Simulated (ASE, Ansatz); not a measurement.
## Σ7 (111) twist boundary in a Pd-Ir solid solution (84 atoms): a reference run and its variants

The cell holds 84 atoms: 44 Pd and 40 Ir. Cell: a = 7.232 Å, b = 7.232 Å, c = 27.381 Å, α = 90.0°, β = 90.0°, γ = 120.0°. It derives from Pd and Ir. Fcc Pd lattice (a = 3.8655 Å, the value set for the mixture); two grains turned against each other by 81.79 deg about [111]; 1 x 1 coincidence cells, 2 lattice periods a grain, two boundaries a cell, upper grain shifted by [0, 0] of the boundary cell and opened by 0.3 Å, one atom of each pair nearer than 2.05 Å removed; 40 of 84 Pd sites given to Ir at random (lattice constant by Vegard's rule between Pd and Ir); not relaxed, displaced by a Gaussian of 0.02 Å. Regions: lower grain, 42 atoms (22 Pd and 20 Ir); upper grain, 42 atoms (20 Ir and 22 Pd).

Geometry: as built.

Reference run: Kohn-Sham DFT, PBE, PAW (set soft_2), plane waves (Ansatz 0.2.0), cutoff 420 eV, k-mesh 3×3×1, cold smearing of 0.15 eV.

```
r.m.s. force component                           : 0.5016 eV/Å
pressure                                         : 3.134 GPa
spacing of highest filled and lowest empty level : 0.0075 eV
SCF cycles                                       : 9
time                                             : 4.5 s on 1 × NVIDIA GB200 with 32 threads of Arm Neoverse V2, shared host
```

**Question.** The same geometry is run again with each of these changes. How far do the results move, and how long does each run take?
- support functions low
- support functions medium
- support functions high
- support functions medium, spacing 0.397 Å
- support functions medium, spacing 0.331 Å
- support functions medium, spacing 0.286 Å
- support functions medium, spacing 0.253 Å
- support functions medium, spacing 0.198 Å
- support functions medium, spacing 0.176 Å
- hamiltonian.dispersion = "d3bjatm" and scf.eigensolver.kind = "davidson"

Differences are against the plane-wave reference (Kohn-Sham DFT, PBE, PAW (set soft_2), plane waves), whose r.m.s. force component is 0.502 eV/Å. Energies are set beside the reference only for runs with its functional, potentials and electron count. Times are for 1 × NVIDIA GB200 with 32 threads of Arm Neoverse V2, shared host. The reference's time includes the DOS, the stress and grids, which some other runs skip.

```csv
run,"Δ force, r.m.s. (meV/Å)",share of r.m.s. force (%),Δ energy (meV/atom),Δ pressure (GPa),cycles,time,host memory (GiB),planned on the GPU (GiB)
reference,-,-,-,-,9,4.5 s,3.1,35
support functions low,1.56,0.310,-2.96,-,18,11 s,1.5,5.9
support functions medium,1.62,0.323,-2.96,-,19,11 s,1.5,5.9
support functions high ¶,0.816,0.163,-3.21,-,37,29 s,1.6,11
"support functions medium, spacing 0.397 Å",91.2,18.2,135,-,18,8.7 s,1.5,5.1
"support functions medium, spacing 0.331 Å",25.9,5.16,-30.9,-,18,9.3 s,1.5,4.8
"support functions medium, spacing 0.286 Å",8.37,1.67,-10.1,-,18,9.4 s,1.4,5.3
"support functions medium, spacing 0.253 Å",1.72,0.342,-4.48,-,20,9.8 s,1.6,5.1
"support functions medium, spacing 0.198 Å",1.59,0.316,-3.09,-,18,13 s,1.5,7.5
"support functions medium, spacing 0.176 Å",1.58,0.316,-3.13,-,18,12 s,1.5,7.3
hamiltonian.dispersion = "d3bjatm" and scf.eigensolver.kind = "davidson",6.33,1.26,-,-5.85,9,7.4 s,4.6,44
```

¶ The program warns that the support functions of this run were not fully converged.

Among numerical settings the force difference runs from 0.82 meV/Å (support functions high) to 91 meV/Å (support functions medium, spacing 0.397 Å). At 84 atoms the fastest of the runs at a preset level, support functions low, takes roughly 2.4 times the time of plane waves (whose run also made extra analyses, so the like-for-like ratio is larger), in 18 SCF cycles against 9. Differences between support functions and plane waves include what basis error the plane-wave run still has. As the typed spacing goes from 0.176 to 0.397 Å, the force difference goes from 1.6 to 91 meV/Å, while the time lies between 8.7 s and 13 s. 

[Logs are printed without paths, hosts, clocks, repeated set-up lines and the standing remarks that a program may print on its own settings, such as how far it seeks lower states.]

[Hosts, paths, dates, database ids (printed as entryN), source tags and the programs' standing remarks are cut or masked in the printed files.]
